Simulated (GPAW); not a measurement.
# Conductance along a series: an Al chain with one atom pushed aside at constant bond length

How does transport respond as one structural variable is stepped? The junctions: an Al chain with one atom pushed aside at constant bond length.

Main program and level: GPAW 26.7.0; GPAW LCAO, PAW setups; Landauer transmission from Green's functions with principal layers (ASE), zero bias.

### 1. The structure

The cell holds 13 atoms: 13 Al. Cell: a = 9.000 Å, b = 9.000 Å, c = 31.162 Å, α = 90.0°, β = 90.0°, γ = 90.0°. Regions: left lead, 6 atoms (6 Al); channel, 1 atom (1 Al); right lead, 6 atoms (6 Al). Vacuum lies along a and b. The structure is stacked along c, and the current runs across the ab planes.

### 2. Member of the series, offset 0.3 Å

The structure changes from member to member while basis and functional stay, so that the trend is less open to errors of the level than any single value.

run.py reads:

```python
import json
import numpy as np
from ase import Atoms
from ase.transport.calculators import TransportCalculator
from gpaw import GPAW, FermiDirac
from gpaw.lcao.tools import get_lcao_hamiltonian
from scipy.linalg import eigh

# The junction with lead layers at both ends, along the third cell vector
device = Atoms(
    ['Al', 'Al', 'Al', 'Al', 'Al', 'Al', 'Al', 'Al', 'Al', 'Al', 'Al', 'Al', 'Al'],
    positions=[
        [4.50000, 4.50000, 1.20000],
        [4.50000, 4.50000, 3.60000],
        [4.50000, 4.50000, 6.00000],
        [4.50000, 4.50000, 8.40000],
        [4.50000, 4.50000, 10.80000],
        [4.50000, 4.50000, 13.20000],
        [4.80000, 4.50000, 15.58118],
        [4.50000, 4.50000, 17.96235],
        [4.50000, 4.50000, 20.36235],
        [4.50000, 4.50000, 22.76235],
        [4.50000, 4.50000, 25.16235],
        [4.50000, 4.50000, 27.56235],
        [4.50000, 4.50000, 29.96235]],
    cell=[[9.0, 0.0, 0.0], [0.0, 9.0, 0.0], [0.0, 0.0, 31.16235]],
    pbc=True)

# One principal layer of the lead: the first 4 atoms of the device
lead = Atoms(
    ['Al', 'Al', 'Al', 'Al'],
    positions=[
        [4.50000, 4.50000, 1.20000],
        [4.50000, 4.50000, 3.60000],
        [4.50000, 4.50000, 6.00000],
        [4.50000, 4.50000, 8.40000]],
    cell=[[9.0, 0.0, 0.0], [0.0, 9.0, 0.0], [0.0, 0.0, 9.6]],
    pbc=True)

settings = dict(mode='lcao', basis='szp(dzp)', xc='PBE', h=0.2,
                occupations=FermiDirac(0.1), maxiter=250,
                mixer=dict(beta=0.1, nmaxold=8, weight=100.0),
                convergence=dict(density=0.0001))
energies = np.arange(-2, 2 + 1e-9, 0.05)
eta = 0.0001
n1, n2 = 1, 1
# k and -k transmit alike, so half of the mesh across the current serves
mesh = [(i, j) for i in range(n1) for j in range(n2) if (i, j) <= (-i % n1, -j % n2)]
weights = np.array([1 if (i, j) == (-i % n1, -j % n2) else 2 for i, j in mesh]) / (n1 * n2)

# [... helper functions left out ...]
fermi_lead = ground_state(lead, (1, 1, 12), 'lead.txt')
fermi_device = ground_state(device, (1, 1, 3), 'device.txt')
# [... loop over the mesh left out, but for ...]
        # Shift the lead onto the potential of the device's first layer
        shift = ((H[:, 0, 0] - H0[:, 0, 0]) / S0[0, 0]).real.mean()
# [...]
kT = 8.617333e-5 * 500
bias = [0.1, 0.2, 0.5, 1.0, 1.5, 2.0]
# [... integrals and printing left out ...]
```

On the command line:

```
> OMP_NUM_THREADS=1 OPENBLAS_NUM_THREADS=1 python run.py
```

What it wrote:

```text
basis functions: device 117, principal layer 36
Fermi level: lead -3.5823 eV, device -3.5801 eV; lead shifted by 0.0010 eV
largest coupling past the next layer 1.29e-15 eV, largest misfit of the first layer 0.008 eV
  E-E_F (eV)   T (one spin)  [channel counts left out]
    -2.000    9.9817e-01
    -1.950    9.9806e-01
    -1.900    9.9794e-01
    -1.850    9.9780e-01
    -1.800    9.9762e-01
    -1.750    9.9740e-01
    -1.700    9.9712e-01
    -1.650    9.9674e-01
    -1.600    9.9619e-01
    -1.550    9.9533e-01
    -1.500    9.9377e-01
    -1.450    9.8989e-01
    -1.400    9.5780e-01
    -1.350    3.1306e-07
    -1.300    2.0704e-08
    -1.250    4.2247e-09
[...]
1.650    2.9859e+00
     1.700    2.9874e+00
     1.750    2.9886e+00
     1.800    2.9897e+00
     1.850    2.9906e+00
     1.900    2.9915e+00
     1.950    2.9921e+00
     2.000    2.9927e+00
conductance at 500 K: 1.9881 G0 a cell; thermopower -0.303 uV/K
current from the zero-bias T(E) at 0.1 V: 15.402 uA
current from the zero-bias T(E) at 0.2 V: 30.794 uA
current from the zero-bias T(E) at 0.5 V: 76.388 uA
current from the zero-bias T(E) at 1.0 V: 130.89 uA
current from the zero-bias T(E) at 1.5 V: 170.38 uA
current from the zero-bias T(E) at 2.0 V: 221.73 uA
```

Elapsed: 55 s, on 1 thread of Intel Xeon Platinum 8375C at 2.90GHz (Ice Lake), shared host; peak memory 1 GiB.

This step gave:

```
conductance                                    : 1.988 G₀
largest coupling past the next principal layer : 1.29e-15 eV
largest misfit of the first principal layer    : 0.007768 eV
shift that aligns the lead                     : 0.001034 eV
basis functions of the junction                : 117
basis functions of a principal layer           : 36
transmission at the Fermi level (one spin)     : 1.989
```

One spin. Table of transmission, zone mean by energy, zero at the Fermi level:

| energy (eV) | transmission, zone mean |
| --- | --- |
| -2.000 | 0.998 |
| -1.800 | 0.998 |
| -1.600 | 0.996 |
| -1.400 | 0.958 |
| -1.200 | 1.3e-9 |
| -1.000 | 8.1e-11 |
| -0.800 | 1.8e-11 |
| -0.600 | 7.7e-12 |
| -0.400 | 8.7e-9 |
| -0.200 | 1.98 |
| 0.000 | 1.99 |
| 0.200 | 1.99 |
| 0.400 | 1.99 |
| 0.600 | 1.98 |
| 0.800 | 2.63 |
| 1.000 | 2.90 |
| 1.200 | 2.95 |
| 1.400 | 2.97 |
| 1.600 | 2.98 |
| 1.800 | 2.99 |
| 2.000 | 2.99 |

Not self-consistent under bias; the bias window is split evenly. Table of current through one cell, from the zero-bias transmission by bias:

| bias (V) | current through one cell, from the zero-bias transmission (μA) |
| --- | --- |
| 0.100 | 15.4 |
| 0.200 | 30.8 |
| 0.500 | 76.4 |
| 1.000 | 131 |
| 1.500 | 170 |
| 2.000 | 222 |

Transmission of the three most open eigenchannels against energy, zero at the Fermi level:

| energy (eV) | channel 1 | channel 2 | channel 3 |
| --- | --- | --- | --- |
| -2.000 | 0.998 | 0 | 0 |
| -1.800 | 0.998 | 0 | 0 |
| -1.600 | 0.996 | 0 | 0 |
| -1.400 | 0.958 | 0 | 0 |
| -1.200 | 1.3e-9 | 0 | 0 |
| -1.000 | 8.1e-11 | 0 | 0 |
| -0.800 | 1.8e-11 | 0 | 0 |
| -0.600 | 7.7e-12 | 0 | 0 |
| -0.400 | 5.3e-9 | 3.4e-9 | 4.7e-12 |
| -0.200 | 0.995 | 0.988 | 4.8e-12 |
| 0.000 | 0.997 | 0.992 | 7.2e-12 |
| 0.200 | 0.998 | 0.992 | 1.8e-11 |
| 0.400 | 0.998 | 0.990 | 8.8e-11 |
| 0.600 | 0.998 | 0.985 | 1.8e-9 |
| 0.800 | 0.998 | 0.934 | 0.697 |
| 1.000 | 0.999 | 0.983 | 0.920 |
| 1.200 | 0.999 | 0.992 | 0.962 |
| 1.400 | 0.999 | 0.996 | 0.979 |
| 1.600 | 0.999 | 0.998 | 0.988 |
| 1.800 | 0.999 | 0.998 | 0.993 |
| 2.000 | 0.999 | 0.999 | 0.995 |

Couplings past the next layer reach 1.3e-15 eV, small enough to drop; the matrix elements of the cell's first layer differ from the bulk lead's by up to 0.0078 eV. That layer keeps its own values in the calculation, and only beyond it is the lead taken as perfect. The Fermi levels of lead and junction count from different zeros of potential, one for each periodic cell; with both set to zero, the small remaining shift is what aligns them. By hand: G = 1.988 × 77.48 μS = 154 μS, a resistance of 6.49 kΩ; at 0.1 V a linear junction would pass 15.4 μA, and the integral over the bias window gives 15.4 μA.

### 3. Member of the series: offset = 0.6

The cell differs from the one that the last finished run ended in (c 31.162 → 31.048 Å).

run.py: that of step 2 with these lines changed.

```diff
@@ -18,10 +18,10 @@
         [4.50000, 4.50000, 13.20000],
-        [4.80000, 4.50000, 15.58118],
-        [4.50000, 4.50000, 17.96235],
-        [4.50000, 4.50000, 20.36235],
-        [4.50000, 4.50000, 22.76235],
-        [4.50000, 4.50000, 25.16235],
-        [4.50000, 4.50000, 27.56235],
-        [4.50000, 4.50000, 29.96235]],
-    cell=[[9.0, 0.0, 0.0], [0.0, 9.0, 0.0], [0.0, 0.0, 31.16235]],
+        [5.10000, 4.50000, 15.52379],
+        [4.50000, 4.50000, 17.84758],
+        [4.50000, 4.50000, 20.24758],
+        [4.50000, 4.50000, 22.64758],
+        [4.50000, 4.50000, 25.04758],
+        [4.50000, 4.50000, 27.44758],
+        [4.50000, 4.50000, 29.84758]],
+    cell=[[9.0, 0.0, 0.0], [0.0, 9.0, 0.0], [0.0, 0.0, 31.04758]],
     pbc=True)
```

What it wrote:

```text
basis functions: device 117, principal layer 36
Fermi level: lead -3.5823 eV, device -3.5728 eV; lead shifted by 0.0038 eV
largest coupling past the next layer 1.29e-15 eV, largest misfit of the first layer 0.013 eV
  E-E_F (eV)   T (one spin)  [channel counts left out]
    -2.000    9.8533e-01
    -1.950    9.8398e-01
    -1.900    9.8239e-01
    -1.850    9.8050e-01
    -1.800    9.7820e-01
    -1.750    9.7534e-01
    -1.700    9.7167e-01
    -1.650    9.6676e-01
    -1.600    9.5980e-01
    -1.550    9.4904e-01
    -1.500    9.2990e-01
    -1.450    8.8521e-01
    -1.400    6.4689e-01
    -1.350    1.0874e-06
    -1.300    3.9929e-08
    -1.250    6.8309e-09
[...]
1.650    2.9030e+00
     1.700    2.9114e+00
     1.750    2.9189e+00
     1.800    2.9255e+00
     1.850    2.9313e+00
     1.900    2.9365e+00
     1.950    2.9411e+00
     2.000    2.9452e+00
conductance at 500 K: 1.92 G0 a cell; thermopower -0.8321 uV/K
current from the zero-bias T(E) at 0.1 V: 14.871 uA
current from the zero-bias T(E) at 0.2 V: 29.711 uA
current from the zero-bias T(E) at 0.5 V: 73.264 uA
current from the zero-bias T(E) at 1.0 V: 124.46 uA
current from the zero-bias T(E) at 1.5 V: 161.69 uA
current from the zero-bias T(E) at 2.0 V: 206.22 uA
```

The job ended after 56 s (1 thread; peak memory 1 GiB).

Numbers from this step:

```yaml
conductance: 1.920 G₀
largest_misfit_of_the_first_principal_layer: 0.01345 eV
shift_that_aligns_the_lead: 0.003773 eV
transmission_at_the_fermi_level_one_spin: 1.924
```

One spin. Table of transmission, zone mean by energy, zero at the Fermi level:

| energy (eV) | transmission, zone mean |
| --- | --- |
| -2.000 | 0.985 |
| -1.800 | 0.978 |
| -1.600 | 0.960 |
| -1.400 | 0.647 |
| -1.200 | 2.0e-9 |
| -1.000 | 1.0e-10 |
| -0.800 | 2.2e-11 |
| -0.600 | 1.1e-11 |
| -0.400 | 1.5e-8 |
| -0.200 | 1.88 |
| 0.000 | 1.92 |
| 0.200 | 1.92 |
| 0.400 | 1.92 |
| 0.600 | 1.90 |
| 0.800 | 2.12 |
| 1.000 | 2.58 |
| 1.200 | 2.75 |
| 1.400 | 2.84 |
| 1.600 | 2.89 |
| 1.800 | 2.93 |
| 2.000 | 2.95 |

Not self-consistent under bias; the bias window is split evenly. Table of current through one cell, from the zero-bias transmission by bias:

| bias (V) | current through one cell, from the zero-bias transmission (μA) |
| --- | --- |
| 0.100 | 14.9 |
| 0.200 | 29.7 |
| 0.500 | 73.3 |
| 1.000 | 124 |
| 1.500 | 162 |
| 2.000 | 206 |

Transmission of the three most open eigenchannels against energy, zero at the Fermi level:

| energy (eV) | channel 1 | channel 2 | channel 3 |
| --- | --- | --- | --- |
| -2.000 | 0.985 | 0 | 0 |
| -1.800 | 0.978 | 0 | 0 |
| -1.600 | 0.960 | 0 | 0 |
| -1.400 | 0.647 | 0 | 0 |
| -1.200 | 2.0e-9 | 0 | 0 |
| -1.000 | 1.0e-10 | 0 | 0 |
| -0.800 | 2.2e-11 | 0 | 0 |
| -0.600 | 1.1e-11 | 0 | 0 |
| -0.400 | 1.3e-8 | 1.8e-9 | 5.4e-12 |
| -0.200 | 0.989 | 0.890 | 5.4e-12 |
| 0.000 | 0.992 | 0.932 | 7.5e-12 |
| 0.200 | 0.996 | 0.928 | 1.7e-11 |
| 0.400 | 0.998 | 0.917 | 7.0e-11 |
| 0.600 | 0.998 | 0.903 | 1.0e-9 |
| 0.800 | 0.998 | 0.896 | 0.223 |
| 1.000 | 0.998 | 0.971 | 0.608 |
| 1.200 | 0.998 | 0.987 | 0.764 |
| 1.400 | 0.998 | 0.993 | 0.849 |
| 1.600 | 0.998 | 0.995 | 0.900 |
| 1.800 | 0.998 | 0.996 | 0.931 |
| 2.000 | 0.998 | 0.996 | 0.951 |

The conductance, 1.92 G₀, lies 3.4 % below that of the member before.

### 4. Member of the series: offset = 0.9

The cell differs from the one that the last finished run ended in (c 31.048 → 30.850 Å).

run.py: that of step 3 with these lines changed.

```diff
@@ -18,10 +18,10 @@
         [4.50000, 4.50000, 13.20000],
-        [5.10000, 4.50000, 15.52379],
-        [4.50000, 4.50000, 17.84758],
-        [4.50000, 4.50000, 20.24758],
-        [4.50000, 4.50000, 22.64758],
-        [4.50000, 4.50000, 25.04758],
-        [4.50000, 4.50000, 27.44758],
-        [4.50000, 4.50000, 29.84758]],
-    cell=[[9.0, 0.0, 0.0], [0.0, 9.0, 0.0], [0.0, 0.0, 31.04758]],
+        [5.40000, 4.50000, 15.42486],
+        [4.50000, 4.50000, 17.64972],
+        [4.50000, 4.50000, 20.04972],
+        [4.50000, 4.50000, 22.44972],
+        [4.50000, 4.50000, 24.84972],
+        [4.50000, 4.50000, 27.24972],
+        [4.50000, 4.50000, 29.64972]],
+    cell=[[9.0, 0.0, 0.0], [0.0, 9.0, 0.0], [0.0, 0.0, 30.84972]],
     pbc=True)
```

What it wrote:

```text
basis functions: device 117, principal layer 36
Fermi level: lead -3.5823 eV, device -3.5590 eV; lead shifted by 0.0077 eV
largest coupling past the next layer 1.42e-15 eV, largest misfit of the first layer 0.023 eV
  E-E_F (eV)   T (one spin)  [channel counts left out]
    -2.000    9.3151e-01
    -1.950    9.2533e-01
    -1.900    9.1815e-01
[...]
1.950    2.7732e+00
     2.000    2.7826e+00
conductance at 500 K: 1.7423 G0 a cell; thermopower -2.891 uV/K
current from the zero-bias T(E) at 0.1 V: 13.488 uA
current from the zero-bias T(E) at 0.2 V: 26.903 uA
current from the zero-bias T(E) at 0.5 V: 65.563 uA
current from the zero-bias T(E) at 1.0 V: 110.8 uA
current from the zero-bias T(E) at 1.5 V: 146.3 uA
current from the zero-bias T(E) at 2.0 V: 186.79 uA
```

Elapsed: 58 s, on 1 thread; peak memory 1 GiB.

One spin. The transmission, zone mean by energy, zero at the Fermi level:

energy (eV), transmission, zone mean and a bar:
```
    -2.00       0.93 ##########
    -1.85       0.91 ##########
    -1.70       0.87 #########
    -1.60       0.83 #########
    -1.45       0.61 #######
    -1.30       0.00 
    -1.15       0.00 
    -1.05       0.00 
    -0.90       0.00 
    -0.75       0.00 
    -0.60       0.00 
    -0.50       0.00 
    -0.35       0.78 ########
    -0.20       1.60 #################
    -0.05       1.74 ###################
     0.00       1.75 ###################
     0.05       1.76 ###################
     0.20       1.77 ###################
     0.35       1.78 ###################
     0.50       1.80 ###################
     0.60       1.81 ####################
     0.75       1.81 ####################
     0.90       2.16 #######################
     1.05       2.33 #########################
     1.15       2.42 ##########################
     1.30       2.52 ###########################
     1.45       2.61 ############################
     1.60       2.67 #############################
     1.70       2.71 #############################
     1.85       2.75 ##############################
     2.00       2.78 ##############################
```

The conductance, 1.74 G₀, lies 9.3 % below that of the member before.

### 5. Junction: offset = 1.2

The cell differs from the one that the last finished run ended in (c 30.850 → 30.557 Å).

run.py: that of step 4 with these lines changed.

```diff
@@ -18,10 +18,10 @@
         [4.50000, 4.50000, 13.20000],
-        [5.40000, 4.50000, 15.42486],
-        [4.50000, 4.50000, 17.64972],
-        [4.50000, 4.50000, 20.04972],
-        [4.50000, 4.50000, 22.44972],
-        [4.50000, 4.50000, 24.84972],
-        [4.50000, 4.50000, 27.24972],
-        [4.50000, 4.50000, 29.64972]],
-    cell=[[9.0, 0.0, 0.0], [0.0, 9.0, 0.0], [0.0, 0.0, 30.84972]],
+        [5.70000, 4.50000, 15.27846],
+        [4.50000, 4.50000, 17.35692],
+        [4.50000, 4.50000, 19.75692],
+        [4.50000, 4.50000, 22.15692],
+        [4.50000, 4.50000, 24.55692],
+        [4.50000, 4.50000, 26.95692],
+        [4.50000, 4.50000, 29.35692]],
+    cell=[[9.0, 0.0, 0.0], [0.0, 9.0, 0.0], [0.0, 0.0, 30.55692]],
     pbc=True)
```

What it wrote:

```text
basis functions: device 117, principal layer 36
Fermi level: lead -3.5823 eV, device -3.5379 eV; lead shifted by 0.0117 eV
largest coupling past the next layer 1.56e-15 eV, largest misfit of the first layer 0.036 eV
  E-E_F (eV)   T (one spin)  [channel counts left out]
    -2.000    7.9889e-01
    -1.950    7.8303e-01
    -1.900    7.6511e-01
[...]
1.950    2.4861e+00
     2.000    2.4898e+00
conductance at 500 K: 1.528 G0 a cell; thermopower -5.764 uV/K
current from the zero-bias T(E) at 0.1 V: 11.825 uA
current from the zero-bias T(E) at 0.2 V: 23.562 uA
current from the zero-bias T(E) at 0.5 V: 57.189 uA
current from the zero-bias T(E) at 1.0 V: 97.963 uA
current from the zero-bias T(E) at 1.5 V: 132.58 uA
current from the zero-bias T(E) at 2.0 V: 171.52 uA
```

Wall time 59 s (1 thread); peak memory 1 GiB.

One spin. The transmission, zone mean by energy, zero at the Fermi level:

| energy (eV) | transmission, zone mean |
| --- | --- |
| -2.000 | 0.799 |
| -1.800 | 0.721 |
| -1.600 | 0.575 |
| -1.400 | 0.129 |
| -1.200 | 6.5e-8 |
| -1.000 | 4.4e-10 |
| -0.800 | 7.6e-11 |
| -0.600 | 1.1e-10 |
| -0.400 | 1.8e-9 |
| -0.200 | 1.31 |
| 0.000 | 1.54 |
| 0.200 | 1.61 |
| 0.400 | 1.68 |
| 0.600 | 1.76 |
| 0.800 | 1.94 |
| 1.000 | 2.13 |
| 1.200 | 2.25 |
| 1.400 | 2.35 |
| 1.600 | 2.42 |
| 1.800 | 2.47 |
| 2.000 | 2.49 |

The conductance, 1.53 G₀, lies 12 % below that of the member before.

### 6. Side by side

Times are for 1 thread of Intel Xeon Platinum 8375C at 2.90GHz (Ice Lake), shared host. The runs compared:

| no. | offset (Å) | conductance (G₀) | time | memory (GiB) |
| --- | --- | --- | --- | --- |
| 1 | 0.3 | 1.988 | 55 s | 1.0 |
| 2 | 0.6 | 1.920 | 56 s | 1.0 |
| 3 | 0.9 | 1.742 | 58 s | 1.0 |
| 4 | 1.2 | 1.528 | 59 s | 1 |

The runs together. Transmission, zone mean against energy, zero at the Fermi level:

| energy (eV) | 0.3 | 0.6 | 0.9 | 1.2 |
| --- | --- | --- | --- | --- |
| -2.0000 | 0.998 | 0.985 | 0.932 | 0.799 |
| -1.7500 | 0.997 | 0.975 | 0.887 | 0.694 |
| -1.5000 | 0.994 | 0.930 | 0.725 | 0.432 |
| -1.2500 | 4.2e-9 | 6.8e-9 | 2.1e-8 | 1.2e-5 |
| -1.0000 | 8.1e-11 | 1.0e-10 | 1.7e-10 | 4.4e-10 |
| -0.7500 | 1.4e-11 | 1.7e-11 | 2.7e-11 | 6.4e-11 |
| -0.5000 | 7.4e-12 | 1.3e-11 | 4.1e-11 | 8.3e-10 |
| -0.2500 | 1.98 | 1.85 | 1.51 | 1.20 |
| 0.0000 | 1.99 | 1.92 | 1.75 | 1.54 |
| 0.2500 | 1.99 | 1.92 | 1.78 | 1.63 |
| 0.5000 | 1.99 | 1.91 | 1.80 | 1.72 |
| 0.7500 | 1.90 | 1.82 | 1.81 | 1.83 |
| 1.0000 | 2.90 | 2.58 | 2.28 | 2.13 |
| 1.2500 | 2.96 | 2.78 | 2.49 | 2.28 |
| 1.5000 | 2.98 | 2.87 | 2.63 | 2.38 |
| 1.7500 | 2.99 | 2.92 | 2.72 | 2.46 |
| 2.0000 | 2.99 | 2.95 | 2.78 | 2.49 |

The runs together. Table of current through one cell, from the zero-bias transmission by bias:

| bias (V) | 0.3 (μA) | 0.6 (μA) | 0.9 (μA) | 1.2 (μA) |
| --- | --- | --- | --- | --- |
| 0.100 | 15.4 | 14.9 | 13.5 | 11.8 |
| 0.200 | 30.8 | 29.7 | 26.9 | 23.6 |
| 0.500 | 76.4 | 73.3 | 65.6 | 57.2 |
| 1.000 | 131 | 124 | 111 | 98.0 |
| 1.500 | 170 | 162 | 146 | 133 |
| 2.000 | 222 | 206 | 187 | 172 |

[end of part 1 of 2]

[Logs are printed without paths, hosts, clocks, repeated set-up lines and the standing remarks that a program may print on its own settings, such as how far it seeks lower states.]

[Hosts, paths, dates, database ids (printed as entryN), source tags and the programs' standing remarks are cut or masked in the printed files.]
